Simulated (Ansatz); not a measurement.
# Grüneisen parameters and expansion of BP (F-43m), part 2 of 4

Which modes of BP drive its thermal expansion?

What experiment has found for this phase:
- volume expansion coefficient 9.6 1e-6/K near room temperature (given in “Thermal expansion coefficients of high thermal conducting BAs and BP materials (three times its linear coefficient)”, 2019, arxiv:1906.04101)

Ansatz 0.2.0; DFT PBE, scalar-relativistic, plane waves, PAW.

So far. Step 2 (Probe on a coarse mesh): The start is under 1.3 GPa at this level and looks like an insulator or semiconductor on this mesh.

## Step 4: Relaxing to small residual forces and stress

The thresholds are tightened for a last relaxation ahead of the phonons, and where mesh or smearing change with them the cell follows.

The input, input.yaml:

```yaml
crystal:
  lattice:
    - [0.0, 2.2741519212, 2.2741519212]
    - [2.2741519212, 0.0, 2.2741519212]
    - [2.2741519212, 2.2741519212, 0.0]
  atoms:
    - { symbol: B, position: [0.0, 0.0, 0.0] }
    - { symbol: P, position: [0.25, 0.25, 0.25] }
kpoints:
  mp_grid: { grid: [12, 12, 12] }
hamiltonian:
  xc: pbe
scf:
  occupations: { method: fixed }
output:
  forces: true
  stress: true
  eigenvalues: true
  write_density: true
  write_potential: true
  elf: true
  volumetric_format: npy
relax:
  adjacent_minimum: "off"
  f_tol: 0.001
  max_steps: 60
  cell: { stress_tol: 0.01 }
```

Command:

```
$ ansatz run input.yaml --threads 2 --pin off --max-ram 5120MiB --backend cpu --events-out ev --progress --plain --runs-dir out
```

Numbers of over 12 decimals in the logs are rounded to 6 here.

Output:

```text
[...]
Crystal: 2 atoms, lattice volume = 23.523 Å³
Basis set: ecut = 420 eV, 459 PW (Γ), exchange–correlation on 48×48×48 points (8 copies of the dense FFT grid, shifted against one another)
Bands: 8, of which v1, the nominal top of the filled ones, is band 4 counted from 1 (3 counted from 0)
Symmetry: 24 space group operations
[...]
k-points: 72 of 1728 (time reversal used)
[...]
SCF iter   1: F=—  HF=-912.447215 eV  |F-HF|=—  |Δ(HF+E_count)|=         —  Δρ=1.57e-3  dr2=5.32e-4  ethr=1.77e-3  ⟨swp⟩=5.1  Hψ=4224  notcnv=0  defer=134
[...]
SCF iter   6: F=-912.447282 eV  HF=-912.447283 eV  |F-HF|=3.15e-8  |Δ(HF+E_count)|=   1.36e-7  Δρ=1.19e-5  dr2=4.33e-8  ethr=1.25e-9  ⟨swp⟩=13.1  Hψ=4692  notcnv=0
SCF 1 converged in 6 iterations: F = -912.447282 eV  dr2 = 4.33e-8
[...]
relax step   1: F+E_penalty+E_count = -912.44728248 eV  Δ(F+E_penalty+E_count) = +0.000e0 eV  max|allowed force component| = 3.793e-16 eV/Å  Δτ_max = 0.0000 Å  P = +0.013 GPa  Ω = 23.523 Å³  (6 SCF iters, dr2 threshold 1.00e-7 eV, accepted)
Crystal: 2 atoms, lattice volume = 23.524 Å³
[...]
SCF iter   3: F=-912.447282 eV  HF=-912.447282 eV  |F-HF|=2.36e-11  |Δ(HF+E_count)|=  7.60e-10  Δρ=1.49e-6  dr2=3.50e-10  ethr=5.20e-12  ⟨swp⟩=6.7  Hψ=2373  notcnv=0
SCF 2 converged in 3 iterations: F = -912.447282 eV  dr2 = 3.50e-10
relax step   2: F+E_penalty+E_count = -912.44728171 eV  Δ(F+E_penalty+E_count) = +7.648e-7 eV  max|allowed force component| = 1.018e-16 eV/Å  Δτ_max = 0.0000 Å  P = +0.004 GPa  Ω = 23.524 Å³  energy of the carried Pulay correction = -8.337e-7 eV  (3 SCF iters, dr2 threshold 4.16e-10 eV, accepted)
[...]
SCF iter   7: F=-912.447282 eV  HF=-912.447282 eV  |F-HF|=0.00e0  |Δ(HF+E_count)|=  1.14e-13  Δρ=3.45e-8  dr2=2.83e-13  ethr=1.00e-12  ⟨swp⟩=9.5  Hψ=3531  notcnv=0
SCF 3 converged in 7 iterations: F = -912.447282 eV  dr2 = 2.83e-13
relax step   3: F+E_penalty+E_count = -912.44728171 eV  Δ(F+E_penalty+E_count) = -2.910e-11 eV  max|allowed force component| = 1.018e-16 eV/Å  Δτ_max = 0.0000 Å  P = +0.004 GPa  Ω = 23.524 Å³  stress off target by 4.37e-3 GPa  SCF on the basis re-selected at this cell (its energy is not comparable with the rows above)  (7 SCF iters)
[...]
SCF converged after 7 iterations
Free energy (F): -912.447282 eV
[...]
Internal energy: -912.447282 eV  (E = F + TS)
E sigma→0 (E₀):  -912.447282 eV
Fermi energy:    9.170889 eV
[...]
--- Stress (GPa, compression-positive) ---
        0.004366       0.000000       0.000000
        0.000000       0.004366       0.000000
       -0.000000       0.000000       0.004366
  P = ⅓ Tr σ = 0.0044 GPa (0.044 kbar)
--- Band table (eV; the first three rows and the last of 72) ---
[...]
--- Relaxed structure (2 steps of the walk, 2 accepted, 1 SCFs on fresh bases) ---
[...]
cell:  # Å, volume = 23.5238 Å³
    - [0, 2.274185, 2.274185]
    - [2.274185, 0, 2.274185]
    - [2.274185, 2.274185, 0]
  atoms:
    - { symbol: B, position: [0, 0, 0] }
    - { symbol: P, position: [0.25, 0.25, 0.25] }
```

Run time: 1.9 s. Hardware: 2 threads of Intel Xeon 6975P-C (Granite Rapids), shared host; peak memory 0.36 GiB; 3.6 s of CPU time.

Little changed from the start: no atom moved by 0.005 Å and no cell edge by 0.1 %.

Numbers from this step:

```
pressure          : 0.004366 GPa
gap on the k-mesh : 1.249 eV
```

Electrostatic potential energy in the ac plane of a cell with a along [110], b along [-110] and c along [001] of the cube at fractional y = 0.000, with atoms of B and P within 0.2 Å of it. With pseudopotentials it is smooth inside the atoms' cores, unlike the true potential.

Ten even steps from '_' (-59 eV) to '@' (12 eV), each cell a mean:
```
..++%%%%####%%##--..++%%%%####%%##--
**%%##==::--**%%##**%%##==::--**%%##
@@@@**..____==%%@@@@@@**..____==%%@@
@@@@##::____==%%@@@@@@##::____==%%@@
@@@@%%**==++##@@@@@@@@%%**==++##@@@@
@@@@@@@@%%%%@@@@@@@@@@@@@@%%%%@@@@@@
@@@@@@@@@@@@@@@@@@@@@@@@@@@@@@@@@@@@
@@@@@@@@@@@@@@@@@@@@@@@@@@@@@@@@@@@@
@@@@@@@@@@@@@@@@@@@@@@@@@@@@@@@@@@@@
%%@@@@@@@@@@@@@@@@%%@@@@@@@@@@@@@@@@
==##@@@@@@@@@@%%++==##@@@@@@@@@@%%++
__==%%@@@@@@@@**..__==%%@@@@@@@@**..
```
Columns run along a (6.4 Å; values clipped at the 3rd and 97th percentile), rows up along c (4.5 Å), edges of the conventional cell, whose origin can differ from the input's. Atoms in or near the plane, at fractional coordinates: B at (0.50, 0.00), B at (0.00, 0.00), P at (0.75, 0.75), P at (0.25, 0.75).

ELF in the ac plane of a cell with a along [110], b along [-110] and c along [001] of the cube at fractional y = 0.000, with atoms of B and P within 0.2 Å of it. It is the smooth field of the valence electrons, not physical close to the nuclei.

Ten even steps from '_' (0.02) to '@' (0.94), each cell a mean:
```
..**@@%%##%%@@%%--..**@@%%##%%@@%%--
++%%@@%%--**@@@@##++%%@@%%--**@@@@##
++%%%%==__..##%%**++%%%%==__..##%%**
::++**::__..++**--::++**::__..++**--
__::==++++++++--..__::==++++++++--..
____::++****==..______::++****==..__
______..::::..__________..::::..____
..________________..________________
--::__________..----::__________..--
**==::______..--++**==::______..--++
--====::....--====--====::....--====
__--****==++**++..__--****==++**++..
```
Columns run along a (6.4 Å), rows up along c (4.5 Å), edges of the conventional cell, whose origin can differ from the input's. Atoms in or near the plane, at fractional coordinates: B at (0.50, 0.00), B at (0.00, 0.00), P at (0.75, 0.75), P at (0.25, 0.75).

Valence density in the ac plane of a cell with a along [110], b along [-110] and c along [001] of the cube at fractional y = 0.000, with atoms of B and P within 0.2 Å of it. It is the smooth field of the valence electrons, not physical close to the nuclei.

Ten even steps from '0' (0.04 e/Å³) to '9' (0.91 e/Å³), each cell a mean:
```
688766787688766787
679957987679957987
358613864358613864
125523531125523531
013566410013566410
001343200001343200
000011000000011000
000000000000000000
110000011110000011
431000024431000024
652100146652100146
465322365465322365
```
Columns run along a (6.4 Å), rows up along c (4.5 Å), edges of the conventional cell, whose origin can differ from the input's. Atoms in or near the plane, at fractional coordinates: B at (0.50, 0.00), B at (0.00, 0.00), P at (0.75, 0.75), P at (0.25, 0.75).

The residual pressure is 0.0044 GPa, small enough for phonons.

## Step 5: Lattice dynamics at this volume, V/V0 1

Phonons at this volume give one point of F(V, T); meshes stay fixed along the series.

The input, input.yaml:

```yaml
crystal:
  lattice:
    - [0.0, 2.2741853197, 2.2741853197]
    - [2.2741853197, 0.0, 2.2741853197]
    - [2.2741853197, 2.2741853197, 0.0]
  atoms:
    - { symbol: B, position: [0.0, 0.0, 0.0] }
    - { symbol: P, position: [0.25, 0.25, 0.25] }
kpoints:
  mp_grid: { grid: [12, 12, 12] }
hamiltonian:
  xc: pbe
scf:
  occupations: { method: fixed }
output:
  eigenvalues: true
phonons:
  method: dfpt
  dielectric: true
  rigid_motions: translations
  qmesh: [4, 4, 4]
  temperatures: { t_max: 1000, t_step: 50 }
  qpath:
    path:
      - [[0.0, 0.0, 0.0], [-0.5, -0.5, 0.0], [-0.375, -0.375, 0.25]]
      - [[-0.375, 0.0, 0.375], [0.0, 0.0, 0.0], [0.0, 0.0, 0.5], [-0.5, -0.25, 0.25], [-0.5, -0.5, 0.0]]
    npoints: 10
```

Output:

```text
Warning: phonons: the dynamical matrix that this run interpolates holds no multipole term above the dipole-dipole one, and a site of this crystal is no centre of inversion, so its interpolated transverse optical and acoustic branches and sound speeds can stay off near Gamma, and the density of states and the thermodynamics with them. What a run solves at a wave vector of phonons.qpoints, Gamma apart, where the deck admits one, is free of this, and under fd what a larger phonons.supercell samples
[...]
Crystal: 2 atoms, lattice volume = 23.524 Å³
Basis set: ecut = 420 eV, 459 PW (Γ), exchange–correlation on 48×48×48 points (8 copies of the dense FFT grid, shifted against one another)
Bands: 8, of which v1, the nominal top of the filled ones, is band 4 counted from 1 (3 counted from 0)
Symmetry: 24 space group operations
k-points: 280 of 1728 (irreducible under 4 space group operations, time reversal used)
[...]
SCF iter   1: F=—  HF=-912.447200 eV  |F-HF|=—  |Δ(HF+E_count)|=         —  Δρ=1.57e-3  dr2=5.27e-4  ethr=1.77e-3  ⟨swp⟩=5.1  Hψ=16423  notcnv=0  defer=530
[...]
SCF iter   8: F=-912.447282 eV  HF=-912.447282 eV  |F-HF|=1.36e-12  |Δ(HF+E_count)|=  2.16e-10  Δρ=8.17e-8  dr2=1.90e-12  ethr=1.25e-12  ⟨swp⟩=10.9  Hψ=15770  notcnv=0
SCF 1 converged in 8 iterations: F = -912.447282 eV  dr2 = 1.90e-12
[...]
NSCF: frozen V_eff on 1 k-points
DFPT response loops at Γ: preconditioner auto → none (the input reference at scf.mixing.eps_inf says where Resta's filter doesn't serve); β = 0.50; Broyden in place of MSR1
── the response to a field inside a basis, on 12×12×12 k-points: an SCF that follows is theirs, and a resumed run solves both again ──
Bands: 5, of which v1, the nominal top of the filled ones, is band 4 counted from 1 (3 counted from 0)
k-points: 182 of 1728 (irreducible under 6 space group operations, time reversal used)
[...]
Eigensolver: Dense (182 Hₖ)
SCF iter   1: F=—  HF=-912.447711 eV  |F-HF|=—  |Δ(HF+E_count)|=         —  Δρ=1.49e-4  dr2=6.69e-7  ethr=1.00e-1
[...]
SCF iter   3: F=-912.447714 eV  HF=-912.447714 eV  |F-HF|=2.13e-8  |Δ(HF+E_count)|=   7.55e-7  Δρ=1.19e-5  dr2=3.46e-8  ethr=2.36e-9
SCF 1 converged in 3 iterations: F = -912.447714 eV  dr2 = 3.46e-8
[...]
DFPT response loops at q = (0, 0, -0.5) (fractional): preconditioner auto → Resta (q_TF=auto, 2.279 Å⁻¹)  ε∞=6.9 (no band partly filled); β = 1.00, the filter's whole step (`scf.mixing.beta` (0.50) is not read by the response loops at its default; to damp them type it under 1.00, their step now; it binds the ground state too); Broyden in place of MSR1
[...]
SCF converged after 8 iterations
Free energy (F): -912.447282 eV
[...]
Internal energy: -912.447282 eV  (E = F + TS)
E sigma→0 (E₀):  -912.447282 eV
Fermi energy:    9.170889 eV
[...]
--- Band table (eV; the first three rows and the last of 280) ---
[...]
--- Phonons (Γ-DFPT): 2 representative perturbations + reference, on 280 of 1728 k-points (Σ response iterations 6) ---
  k mesh reduced under 4 symmetry operations, with k and −k counted as one. Each operation leaves every solved perturbation unchanged. A smaller set is not considered because the run solves the response to a homogeneous field
  ASR residual: 2.777e-5 → 0.000e0 eV/Å²; symmetrization residual: 2.722e-7 eV/Å²
  ASR residual per site (eV/Å²): 1.78e-5 2.78e-5
  Γ frequencies (cm⁻¹): 0.00 0.00 0.00 799.59 799.59 799.59
  ε∞ (high-frequency dielectric tensor):
        9.157548    -0.000000    -0.000000
       -0.000000     9.157548     0.000000
       -0.000000     0.000000     9.157548
  ε⁰ (static dielectric tensor: ions relaxed, cell fixed):
        9.256305    -0.000000    -0.000000
       -0.000000     9.256305     0.000000
       -0.000000     0.000000     9.256305
  ε⁰ − ε∞ (ionic part):
        0.098757     0.000000     0.000000
        0.000000     0.098757     0.000000
        0.000000     0.000000     0.098757
  softest optical mode at Γ: 799.59 cm⁻¹; the repairs (sum rule, projections) moved no ω² at Γ by more than (0.70 cm⁻¹)²
  Born effective charges Z* (e; rows j = field, columns β = displacement):
    site 0:
        -0.49181   -0.00000   -0.00000
        -0.00000   -0.49181   -0.00000
         0.00000   -0.00000   -0.49181
    site 1:
         0.49181    0.00000    0.00000
         0.00000    0.49181    0.00000
        -0.00000    0.00000    0.49181
  Z* charge neutrality: 4.870e-5 e pre-enforcement
  solved inside a basis spanned on kpoints, on 12×12×12 k-points, its susceptibility summed on 16×16×16: ε∞ is read to err by 2.6e-2, Z* by 5.5e-3 e (field_mesh: kpoints solves on kpoints); Z* is corrected for what the basis lacks
  optical modes at Γ without the LO–TO term, one row a degenerate level:
      ω (cm⁻¹)  modes    IR ((D/Å)²/amu)
        799.59      3             2.0891
  optical modes at Γ + LO–TO along q̂ = [1.0000, 0.0000, 0.0000]:
      ω (cm⁻¹)  modes    IR ((D/Å)²/amu)
        799.59      2             1.3928
        803.88      1             0.6964
  optical modes at Γ + LO–TO along q̂ = [0.0000, 1.0000, 0.0000]:
      ω (cm⁻¹)  modes    IR ((D/Å)²/amu)
        799.59      2             1.3928
        803.88      1             0.6964
  optical modes at Γ + LO–TO along q̂ = [0.0000, 0.0000, 1.0000]:
      ω (cm⁻¹)  modes    IR ((D/Å)²/amu)
        799.59      2             1.3928
        803.88      1             0.6964
--- Phonons (arbitrary-q DFPT): 8 irreducible q on the 4×4×4 mesh ---
  q = [0.0000, 0.0000, 0.0000] (star 1, of the zone-centre solve; hermiticity 2.89e-8, symmetrization 7.54e-16): 0.00 0.00 0.00 799.59 799.59 799.59
  q = [0.0000, 0.0000, 0.2500] (star 8, 2 solved perturbations on 936 of 1728 k-point pairs; hermiticity 2.24e-8, symmetrization 3.48e-15): 177.99 177.99 343.45 771.13 771.13 785.92
[...]
q = [0.0000, 0.2500, 0.2500] (star 6, 4 solved perturbations in 1608 linear systems a pass and spin channel, the states on 510 of 1728 k-point pairs; hermiticity 2.55e-8, symmetrization 1.82e-15): 238.56 238.56 360.30 740.04 740.04 799.09
[...]
sum rule: each row above includes the acoustic sum rule's correction from the zone centre's row sums; it moved no ω² by more than (0.67 cm⁻¹)²
  mesh force constants: q→R imaginary residual 1.28e-18; ASR residual 2.777e-5 → 0.000e0 eV/Å²; symmetrization residual 1.421e-14 eV/Å²
  interpolated dispersion: 63 rows × 6 modes
  density of states and harmonic sums: on the 24×24×24 q-mesh, interpolated from the force constants of a 4×4×4 supercell (with the dipole–dipole term)
  largest difference from the sums on the solved wave vectors: F 7.71e-3 eV, S 1.17e-5 and C_V 4.02e-6 eV/K
  zero-point energy: 0.199972 eV/cell   skipped modes (ω ≤ 0): 3   left out of the sums: 3.62e-5 of the cell's modes: C_V's classical limit lies that fraction below 3 k_B per atom; for a crystal, a wire or a layer, F and S can be off by more, and a phonons.interpolated_qmesh denser along its periods is the remedy for the sampling
```

The job ended after 62 s (2 threads; peak memory 1.1 GiB; 2 min of CPU time).

Numbers from this step:

| Item | Value |
| --- | --- |
| Γ frequencies | 0, 0, 0, 799.6, 799.6, 799.6 cm⁻¹ (negative: imaginary) |
| lowest frequency on the path | 0 cm⁻¹ |
| zero-point energy | 0.2000 eV/cell |
| point group | -43m |
| highest frequency | 804.6 cm⁻¹ |
| Debye temperature from the second moment | 1076 K |

LO-TO term included. The phonon branches at the labelled points (cm⁻¹):

| point | branch 1 | branch 2 | branch 3 | branch 4 | branch 5 | branch 6 |
| --- | --- | --- | --- | --- | --- | --- |
| Γ | 0 | 0 | 0 | 800 | 800 | 804 |
| halfway | 239 | 239 | 360 | 740 | 740 | 799 |
| X | 313 | 313 | 525 | 701 | 701 | 781 |
| halfway | 314 | 343 | 510 | 690 | 702 | 779 |
| U | 310 | 400 | 470 | 666 | 706 | 779 |
| jump to K | 310 | 400 | 470 | 666 | 706 | 779 |
| halfway | 214 | 280 | 356 | 749 | 755 | 779 |
| Γ | 0 | 0 | 0 | 800 | 800 | 804 |
| halfway | 178 | 178 | 344 | 771 | 771 | 786 |
| L | 225 | 225 | 506 | 751 | 757 | 757 |
| halfway | 287 | 343 | 471 | 686 | 727 | 775 |
| W | 367 | 412 | 435 | 661 | 700 | 770 |
| halfway | 339 | 348 | 496 | 682 | 701 | 776 |
| X | 313 | 313 | 525 | 701 | 701 | 781 |

The phonon branches as a text plot (rows in cm⁻¹):

```
    788 |*************************************      *****   *****
    754 |    ***               ***          *********    ***
    721 |       ****     *******                   ******
    687 |           *****   ***                      *** ********
    654 |                ***                            *****
    620 |
    587 |
    553 |
    520 |           ****                         **           ***
    486 |         **    ***                    **  ****     **
    453 |        *         *                  *        **  *
    419 |       *          ****                          ***
    386 |                ** *  *             *         **   *
    352 |      *       **    ** *           *         *  ******
    318 |         **********   * *                   * **     ***
    285 |    ** **          *** *          *        * *
    251 |      *               *  **               ***
    218 |   *                   **        *   *****
    184 |    **                  ****       **
    151 |  **                     **     * *
    117 |  *                        *     *
     84 | *                         **  **
     50 | *                          *  *
     17 |*                            **
         Γ           X  U|K            Γ         L        W     X
```

The phonon density of states has structure finer than the step of the table below, so its rows give means over 25 cm⁻¹, whole bins alone (the curve runs from 5 to 805 cm⁻¹). Peaks (cm⁻¹: height): 315.0: 0.0160, 705.0: 0.0303, 775.0: 0.0754.

Tetrahedra on 24 24 24, mean over bins of 10 cm⁻¹. The phonon density of states by wavenumber; means over each step:

| wavenumber (cm⁻¹) | phonon density of states (1/cm⁻¹/cell) |
| --- | --- |
| 25 | 2.9e-5 |
| 50 | 1.4e-4 |
| 75 | 3.2e-4 |
| 100 | 5.9e-4 |
| 125 | 1.0e-3 |
| 150 | 0.00157 |
| 175 | 0.00244 |
| 200 | 0.00397 |
| 225 | 0.00775 |
| 250 | 0.0101 |
| 275 | 0.0113 |
| 300 | 0.0138 |
| 325 | 0.0128 |
| 350 | 0.00927 |
| 375 | 0.00768 |
| 400 | 0.00710 |
| 425 | 0.00640 |
| 450 | 0.0121 |
| 475 | 0.00811 |
| 500 | 0.00319 |
| 525 | 4.4e-4 |
| 550 | 0 |
| 575 | 0 |
| 600 | 0 |
| 625 | 0 |
| 650 | 0.00149 |
| 675 | 0.0103 |
| 700 | 0.0202 |
| 725 | 0.0227 |
| 750 | 0.0178 |
| 775 | 0.0400 |

Harmonic. Thermo, by row:

| T (K) | F_vib (meV/atom) | S (J/mol-atom/K) | C_V (J/mol-atom/K) |
| --- | --- | --- | --- |
| 0 | 99.99 | 0 | 0 |
| 50 | 99.97 | 0.109 | 0.392 |
| 100 | 99.72 | 1.069 | 2.99 |
| 150 | 98.71 | 2.918 | 6.368 |
| 200 | 96.62 | 5.202 | 9.618 |
| 250 | 93.29 | 7.663 | 12.47 |
| 300 | 88.67 | 10.15 | 14.81 |
| 350 | 82.78 | 12.58 | 16.67 |
| 400 | 75.65 | 14.91 | 18.12 |
| 450 | 67.35 | 17.11 | 19.26 |
| 500 | 57.94 | 19.18 | 20.15 |
| 550 | 47.49 | 21.14 | 20.86 |
| 600 | 36.05 | 22.98 | 21.43 |
| 650 | 23.69 | 24.71 | 21.89 |
| 700 | 10.45 | 26.35 | 22.27 |
| 750 | -3.61 | 27.9 | 22.59 |
| 800 | -18.45 | 29.37 | 22.85 |
| 850 | -34.03 | 30.76 | 23.07 |
| 900 | -50.32 | 32.08 | 23.27 |
| 950 | -67.27 | 33.34 | 23.43 |
| 1000 | -84.87 | 34.55 | 23.57 |

The modes has structure finer than the step of the table below, so its rows give means over 20 cm⁻¹, whole bins alone (the curve runs from -10 to 839 cm⁻¹). Peaks (cm⁻¹: height): B 710.6: 0.0218, 774.6: 0.0463; P 310.3: 0.0130, 454.4: 0.0122, 774.6: 0.00715.

Phonopy on the run's constants, 21x21x21 mesh, Gaussian sigma 6.1 cm⁻¹. Modes against wavenumber; means over each step; values in 1/cm⁻¹/cell:

| wavenumber (cm⁻¹) | B | P |
| --- | --- | --- |
| 0 | 2.7e-6 | 1.0e-5 |
| 20 | 6.5e-7 | 5.0e-6 |
| 40 | 2.7e-5 | 7.9e-5 |
| 60 | 4.3e-5 | 1.3e-4 |
| 80 | 1.1e-4 | 3.2e-4 |
| 100 | 1.4e-4 | 4.1e-4 |
| 120 | 2.4e-4 | 7.2e-4 |
| 140 | 3.3e-4 | 9.9e-4 |
| 160 | 4.3e-4 | 0.00133 |
| 180 | 6.7e-4 | 0.00211 |
| 200 | 9.1e-4 | 0.00295 |
| 220 | 0.00162 | 0.00546 |
| 240 | 0.00209 | 0.00737 |
| 260 | 0.00220 | 0.00815 |
| 280 | 0.00236 | 0.00932 |
| 300 | 0.00261 | 0.0112 |
| 320 | 0.00239 | 0.0111 |
| 340 | 0.00168 | 0.00869 |
| 360 | 0.00126 | 0.00715 |
| 380 | 0.00106 | 0.00643 |
| 400 | 9.4e-4 | 0.00622 |
| 420 | 6.9e-4 | 0.00527 |
| 440 | 7.2e-4 | 0.00942 |
| 460 | 6.6e-4 | 0.0110 |
| 480 | 2.8e-4 | 0.00661 |
| 500 | 8.4e-5 | 0.00321 |
| 520 | 1.0e-5 | 7.7e-4 |
| 540 | 0 | 2.4e-5 |
| 560 | 0 | 0 |
| 580 | 0 | 0 |
| 600 | 0 | 0 |
| 620 | 0 | 0 |
| 640 | 8.6e-5 | 8.8e-7 |
| 660 | 0.00503 | 1.4e-4 |
| 680 | 0.0103 | 7.8e-4 |
| 700 | 0.0173 | 0.00316 |
| 720 | 0.0192 | 0.00430 |
| 740 | 0.0157 | 0.00401 |
| 760 | 0.0179 | 0.00405 |
| 780 | 0.0344 | 0.00555 |
| 800 | 0.00620 | 0.00151 |
| 820 | 2.3e-4 | 6.9e-5 |

Born charge (rows field, columns displacement) (e), principal values of the symmetric part by kind of site:

| atom | atoms with these values | low | middle | high | mean |
| --- | --- | --- | --- | --- | --- |
| B1 | 1 | -0.4918 | -0.4918 | -0.4918 | -0.4918 |
| P2 | 1 | 0.4918 | 0.4918 | 0.4918 | 0.4918 |

In full for B1:

```
-0.4918  0.0000  0.0000
 0.0000 -0.4918  0.0000
 0.0000  0.0000 -0.4918
```

ε∞:

```
9.16 0.00 0.00
0.00 9.16 0.00
0.00 0.00 9.16
```

No LO-TO term. The modes at Γ (shares of kinetic energy by element, %):

| mode | frequency (cm⁻¹) | symmetry | B % | P % |
| --- | --- | --- | --- | --- |
| 1 | 0.0 | T2 | 26 | 74 |
| 2 | 0.0 | T2 | 26 | 74 |
| 3 | 0.0 | T2 | 26 | 74 |
| 4 | 799.6 | T2 | 74 | 26 |
| 5 | 799.6 | T2 | 74 | 26 |
| 6 | 799.6 | T2 | 74 | 26 |

Displacements in mode 6 (799.6 cm⁻¹), the largest set to 1:
```
B1   1.00  0.55  0.22
P2  -0.35 -0.19 -0.08
```

No mode is imaginary beyond numerical noise at the solved wavevectors.

(Continued in part 3 of 4.)

[Logs are printed without paths, hosts, clocks, repeated set-up lines and the standing remarks that a program may print on its own settings, such as how far it seeks lower states.]

[Hosts, paths, dates, database ids (printed as entryN), source tags and the programs' standing remarks are cut or masked in the printed files.]

[A step with changed settings may run another functional than the one named; its input shows which.]

[Of the runs on displaced cells, only some may be shown.]
